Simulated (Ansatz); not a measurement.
# SnTeS monolayer, Janus: from the cell to its phonons, part 2 of 3

How does SnTeS monolayer, Janus vibrate, and is this structure a minimum?

Ansatz 0.2.0; DFT LDA, scalar-relativistic, plane waves, PAW.

So far. Step 2 (Rough relaxation): The program solves this slab on a cell height of its own, 30.0 Å, in place of the one typed.

## (4) Tight relaxation

Phonons need a cell at rest on their own settings, so the relaxation is repeated with tight tolerances on forces and stress, using the mesh and the filling of the phonon run that follows.

Contents of input.yaml:

```yaml
crystal:
  lattice:
    - [3.7904560183, 0.0, 0.0]
    - [-1.8952280091, 3.2826312038, 0.0]
    - [0.0, 0.0, 30.0]
  atoms:
    - { symbol: Sn, position: [0.0, 0.0, 0.3375426775] }
    - { symbol: S, position: [0.3333333333, 0.6666666667, 0.3844692113] }
    - { symbol: Te, position: [0.6666666667, 0.3333333333, 0.2746547779] }
  periodic: [true, true, false]
kpoints:
  mp_grid: { grid: [12, 12, 1] }
hamiltonian:
  xc: lda
scf:
  occupations: { method: methfessel_paxton, width: 0.15 }
output:
  forces: true
  stress: true
  eigenvalues: true
  write_density: true
  write_potential: true
  elf: true
  volumetric_format: npy
relax:
  adjacent_minimum: "off"
  f_tol: 0.001
  max_steps: 60
  cell: { stress_2d_tol: 0.002 }
```

Started as:

```console
$ ansatz run input.yaml --threads 8 --pin off --max-ram 14336MiB --backend cpu --events-out ev --progress --plain --runs-dir out
```

Numbers of over 12 decimals in the logs are rounded to 6 here.

What it wrote:

```text
[...]
Crystal: 3 atoms, lattice volume = 373.280 Å³
Basis set: ecut = 420 eV, 7301 PW (Γ)
Bands: 22, of which v1, the nominal top of the filled ones, is band 18 counted from 1 (17 counted from 0)
Symmetry: 6 space group operations
[...]
k-points: 19 of 144 (time reversal used)
[...]
° read free of the cell's end (the report's vacuum.weakly_bound_levels)
--- Relaxed structure (4 steps of the walk, 3 accepted, 1 SCFs on fresh bases) ---
[...]
cell:  # Å, volume = 373.0725 Å³
    - [3.789402, -2.8859389117452923e-11, 0]
    - [-1.894701, 3.281718, 0]
    - [0, 0, 30.0]
  atoms:
    - { symbol: Sn, position: [0, 0, 0.337556] }
    - { symbol: S, position: [0.333333, 0.666667, 0.384485] }
    - { symbol: Te, position: [0.666667, 0.333333, 0.274625] }
[key lines of the parts left out:]
SCF converged after 7 iterations
Free energy (F): -13576.561434 eV
Fermi energy:    -5.280231 eV
P = ½ c Tr σ = -0.0001 N/m
```

It took 13 s on 8 threads of Arm Neoverse V2, shared host; peak memory 0.86 GiB; 95 s of CPU time.

Little changed from the start: no atom moved by 0.005 Å and no cell edge by 0.1 %.

Numbers from this step:

```
area per atom : 4.145 Å²
```

ELF in the ac plane at fractional y = 0.000, with atoms of Sn within 0.2 Å of it. It is the smooth field of the valence electrons, not physical close to the nuclei.

Ten even steps from '_' (0.00) to '@' (0.72), each cell a mean:
```
____________________________
____________________________
____________________________
____________________________
____________________________
____________________________
____________________________
____________________________
____________________________
____________________________
____________________________
____________________________
____________________________
________::--==++==--..______
....::==**%%@@@@@@%%**--....
....::--==============--::..
::----==++**++++++**++==--::
....::++##%%%%%%%%%%##==::..
______::==++**##**++--..____
____________________________
____________________________
____________________________
____________________________
____________________________
```
Columns run along a (3.8 Å), rows up along c (30.0 Å). Atoms in or near the plane, at fractional coordinates: Sn at (0.00, 0.34).

Valence density in the ac plane at fractional y = 0.000, with atoms of Sn within 0.2 Å of it. It is the smooth field of the valence electrons, not physical close to the nuclei.

Values in units of 1e0 e/Å³, 24 rows by 14 columns, each cell a mean:
```
0.0 0.0 0.0 0.0 0.0 0.0 0.0 0.0 0.0 0.0 0.0 0.0 0.0 0.0
0.0 0.0 0.0 0.0 0.0 0.0 0.0 0.0 0.0 0.0 0.0 0.0 0.0 0.0
0.0 0.0 0.0 0.0 0.0 0.0 0.0 0.0 0.0 0.0 0.0 0.0 0.0 0.0
0.0 0.0 0.0 0.0 0.0 0.0 0.0 0.0 0.0 0.0 0.0 0.0 0.0 0.0
0.0 0.0 0.0 0.0 0.0 0.0 0.0 0.0 0.0 0.0 0.0 0.0 0.0 0.0
0.0 0.0 0.0 0.0 0.0 0.0 0.0 0.0 0.0 0.0 0.0 0.0 0.0 0.0
0.0 0.0 0.0 0.0 0.0 0.0 0.0 0.0 0.0 0.0 0.0 0.0 0.0 0.0
0.0 0.0 0.0 0.0 0.0 0.0 0.0 0.0 0.0 0.0 0.0 0.0 0.0 0.0
0.0 0.0 0.0 0.0 0.0 0.0 0.0 0.0 0.0 0.0 0.0 0.0 0.0 0.0
0.0 0.0 0.0 0.0 0.0 0.0 0.0 0.0 0.0 0.0 0.0 0.0 0.0 0.0
0.0 0.0 0.0 0.0 0.0 0.0 0.0 0.0 0.0 0.0 0.0 0.0 0.0 0.0
0.0 0.0 0.0 0.0 0.0 0.0 0.0 0.0 0.0 0.0 0.0 0.0 0.0 0.0
0.0 0.0 0.0 0.0 0.0 0.0 0.0 0.0 0.0 0.0 0.0 0.0 0.0 0.0
0.0 0.0 0.0 0.0 0.0 0.0 0.0 0.0 0.0 0.0 0.0 0.0 0.0 0.0
0.1 0.1 0.1 0.1 0.2 0.2 0.2 0.3 0.2 0.2 0.1 0.1 0.1 0.1
8.0 5.4 2.3 0.7 0.3 0.2 0.2 0.2 0.2 0.2 0.3 1.0 2.9 6.2
2.7 1.9 0.9 0.4 0.3 0.2 0.2 0.2 0.2 0.2 0.3 0.5 1.1 2.2
0.1 0.1 0.1 0.1 0.2 0.3 0.3 0.4 0.3 0.3 0.2 0.1 0.1 0.1
0.0 0.0 0.0 0.0 0.0 0.1 0.1 0.1 0.1 0.0 0.0 0.0 0.0 0.0
0.0 0.0 0.0 0.0 0.0 0.0 0.0 0.0 0.0 0.0 0.0 0.0 0.0 0.0
0.0 0.0 0.0 0.0 0.0 0.0 0.0 0.0 0.0 0.0 0.0 0.0 0.0 0.0
0.0 0.0 0.0 0.0 0.0 0.0 0.0 0.0 0.0 0.0 0.0 0.0 0.0 0.0
0.0 0.0 0.0 0.0 0.0 0.0 0.0 0.0 0.0 0.0 0.0 0.0 0.0 0.0
0.0 0.0 0.0 0.0 0.0 0.0 0.0 0.0 0.0 0.0 0.0 0.0 0.0 0.0
```
Columns run along a (3.8 Å), rows up along c (30.0 Å). Atoms in or near the plane, at fractional coordinates: Sn at (0.00, 0.34).

Electrostatic potential energy in the ac plane at fractional y = 0.000, with atoms of Sn within 0.2 Å of it. With pseudopotentials it is smooth inside the atoms' cores, unlike the true potential.

Values in eV, 24 rows by 14 columns, each cell a mean:
```
  0   0   0   0   0   0   0   0   0   0   0   0   0   0
  0   0   0   0   0   0   0   0   0   0   0   0   0   0
  0   0   0   0   0   0   0   0   0   0   0   0   0   0
  0   0   0   0   0   0   0   0   0   0   0   0   0   0
  0   0   0   0   0   0   0   0   0   0   0   0   0   0
  0   0   0   0   0   0   0   0   0   0   0   0   0   0
  0   0   0   0   0   0   0   0   0   0   0   0   0   0
  0   0   0   0   0   0   0   0   0   0   0   0   0   0
  0   0   0   0   0   0   0   0   0   0   0   0   0   0
  0   0   0   0   0   0   0   0   0   0   0   0   0   0
  0   0   0   0   0   0   0   0   0   0   0   0   0   0
  0   0   0   0   0   0   0   0   0   0   0   0   0   0
  0   0   0   0   0   0   0   0   0   0   0   0   0   0
  0   0   0   0   0   0   0   0   0   0   0   0   0   0
 -5  -4  -4  -3  -3  -4  -5  -5  -5  -4  -3  -3  -4  -4
 -4  -5 -11 -12  -9  -6  -4  -4  -4  -7 -10 -12  -9  -5
 -8  -8 -10  -9  -7  -6  -5  -5  -5  -6  -8 -10  -9  -8
 -2  -2  -3  -4  -5  -8 -10 -11 -10  -7  -5  -3  -2  -2
 -1  -1  -1  -1  -1  -2  -2  -2  -2  -1  -1  -1  -1  -1
  0   0   0   0   0   0   0   0   0   0   0   0   0   0
  0   0   0   0   0   0   0   0   0   0   0   0   0   0
  0   0   0   0   0   0   0   0   0   0   0   0   0   0
  0   0   0   0   0   0   0   0   0   0   0   0   0   0
  0   0   0   0   0   0   0   0   0   0   0   0   0   0
```
Columns run along a (3.8 Å; values clipped at the 3rd and 97th percentile), rows up along c (30.0 Å). Atoms in or near the plane, at fractional coordinates: Sn at (0.00, 0.34).

The largest force component left is 0.28 meV/Å, within the tolerances set.

## (5) Modes at Γ

The zone centre comes first: it holds the modes that light can see, as far as symmetry allows. No field response is asked, since the mesh shows no gap.

input.yaml, the sections that differ from step 4:

```yaml
crystal:
  lattice:
    - [3.7894017618, 0.0, 0.0]
    - [-1.8947008809, 3.2817181909, 0.0]
    - [0.0, 0.0, 30.0]
  atoms:
    - { symbol: Sn, position: [0.0, 0.0, 0.3375562753] }
    - { symbol: S, position: [0.3333333333, 0.6666666667, 0.3844852149] }
    - { symbol: Te, position: [0.6666666667, 0.3333333333, 0.2746251765] }
  periodic: [true, true, false]
output:
  eigenvalues: true
phonons:
  method: dfpt
# kpoints, hamiltonian, scf: as in step 4
# relax: removed
```

What it wrote:

```text
[...]
Crystal: 3 atoms, lattice volume = 373.072 Å³
Basis set: ecut = 420 eV, 7301 PW (Γ), exchange–correlation on 54×54×432 points (8 copies of the dense FFT grid, shifted against one another)
Bands: 22, of which v1, the nominal top of the filled ones, is band 18 counted from 1 (17 counted from 0)
Symmetry: 6 space group operations
k-points: 43 of 144 (irreducible under 2 space group operations, time reversal used)
[...]
SCF iter   1: F=—  HF=-13576.595324 eV  |F-HF|=—  |Δ(HF+E_count)|=         —  Δρ=4.18e-3  dr2=3.47e-1  ethr=1.77e-3  ⟨swp⟩=15.3  Hψ=7981  notcnv=0
[...]
SCF iter  11: F=-13576.561418 eV  HF=-13576.561418 eV  |F-HF|=2.18e-11  |Δ(HF+E_count)|=  2.82e-10  S|Δr|=    0.00e0  Δρ=1.41e-8  dr2=1.41e-12  ethr=1.00e-12  ⟨swp⟩=13.7  Hψ=6797  notcnv=0
SCF 1 converged in 11 iterations: F = -13576.561418 eV  dr2 = 1.41e-12
[...]
DFPT response loops at Γ: preconditioner auto → none (partly filled bands, converged f_vac=0.757); β = 0.50; Broyden in place of MSR1
SCF converged after 11 iterations
[...]
Free energy (F): -13576.561418 eV
[...]
Internal energy: -13576.558467 eV  (E = F + TS)
E sigma→0 (E₀):  -13576.560680 eV
Entropy (-TS):   -0.002951 eV (-0.984 meV/atom)
Fermi energy:    -5.280249 eV
[...]
--- Band table (eV; the first three rows and the last of 43) ---
  k-point 0: bands = [... 14 lower, -7.2239, -7.2239, -4.9473, -4.9473, -4.7713, -2.2771, -1.5945, -1.5945]
  k-point 1: bands = [... 14 lower, -7.4573, -7.3354, -5.6386, -5.0451, -4.3762, -2.0600 (-2.0600°), -1.6122, -1.4253]
  k-point 2: bands = [... 14 lower, -7.6153, -7.3775, -6.7572, -5.2808, -4.0500, -2.3227, -1.0491, -1.0236]
  k-point 42: bands = [... 14 lower, -9.5338, -8.5837, -7.4725, -6.6372, -4.4602, -1.7419, -0.9408, -0.4065]
  ° read free of the cell's end (the report's vacuum.weakly_bound_levels)
--- Phonons (Γ-DFPT): 6 representative perturbations + reference, on 43 of 144 k-points (Σ response iterations 27) ---
  k mesh reduced under 2 symmetry operations, with k and −k counted as one. Each operation leaves every solved perturbation unchanged. A smaller set is not used because it would not reduce the number of displacements times k-points to solve
  ASR residual: 6.251e-5 → 0.000e0 eV/Å²; symmetrization residual: 1.708e-5 eV/Å²
  ASR residual per site (eV/Å²): 6.25e-5 2.03e-5 1.81e-5
  Γ frequencies (cm⁻¹): 0.00 0.00 0.00 86.65 86.65 138.78 179.18 179.18 300.24
  non-analytic LO–TO correction: not included (Born effective charges unavailable; polar crystals: no LO–TO splitting at Γ)
```

Run time: 43 s. Hardware: 8 threads; peak memory 1.8 GiB; 5.3 min of CPU time.

Reading the cycles: dr2 is the Hartree energy of the density residual (eV), the measure of convergence; HF is the Harris–Foulkes estimate of the energy, which meets the free energy F at convergence.

This step gave:

```
sum-rule residual before enforcement                    : 6.25e-5 eV/Å²
point group                                             : 3m
highest optical mode at the zone centre (no LO-TO term) : 300.2 cm⁻¹
lowest optical zone-centre mode                         : 86.65 cm⁻¹
```

Patterns of degenerate modes are one choice out of their space. The modes at Γ (shares of kinetic energy by element, %):

```
mode  frequency (cm⁻¹)  symmetry  Sn %  S %  Te %
   1               0.0  acoustic    43   12    46
   2               0.0  acoustic    43   12    46
   3               0.0  acoustic    43   12    46
   4              86.7         E    37    9    54
   5              86.7         E    37    9    54
   6             138.8        A1    37    9    54
   7             179.2         E    20   80     0
   8             179.2         E    20   80     0
   9             300.2        A1    21   79     0
```

Displacements in mode 5 (86.7 cm⁻¹), the largest set to 1:
```
Sn1 -0.86  0.00  0.00
S2  -0.81  0.00  0.00
Te3  1.00  0.00  0.00
```

Displacements in mode 8 (179.2 cm⁻¹), the largest set to 1:
```
Sn1 -0.26  0.00  0.00
S2   1.00  0.00  0.00
Te3 -0.01  0.00  0.00
```

Before it was imposed, the acoustic sum rule was missed by 6.3e-5 eV/Å². Small misses are needed for a sound result but don't prove that mesh and cutoff are converged. The lowest optical mode is real, 86.7 cm⁻¹.

(Part 2 of 3 ends here.)

[Logs are printed without paths, hosts, clocks, repeated set-up lines and the standing remarks that a program may print on its own settings, such as how far it seeks lower states.]

[Hosts, paths, dates, database ids (printed as entryN), source tags and the programs' standing remarks are cut or masked in the printed files.]
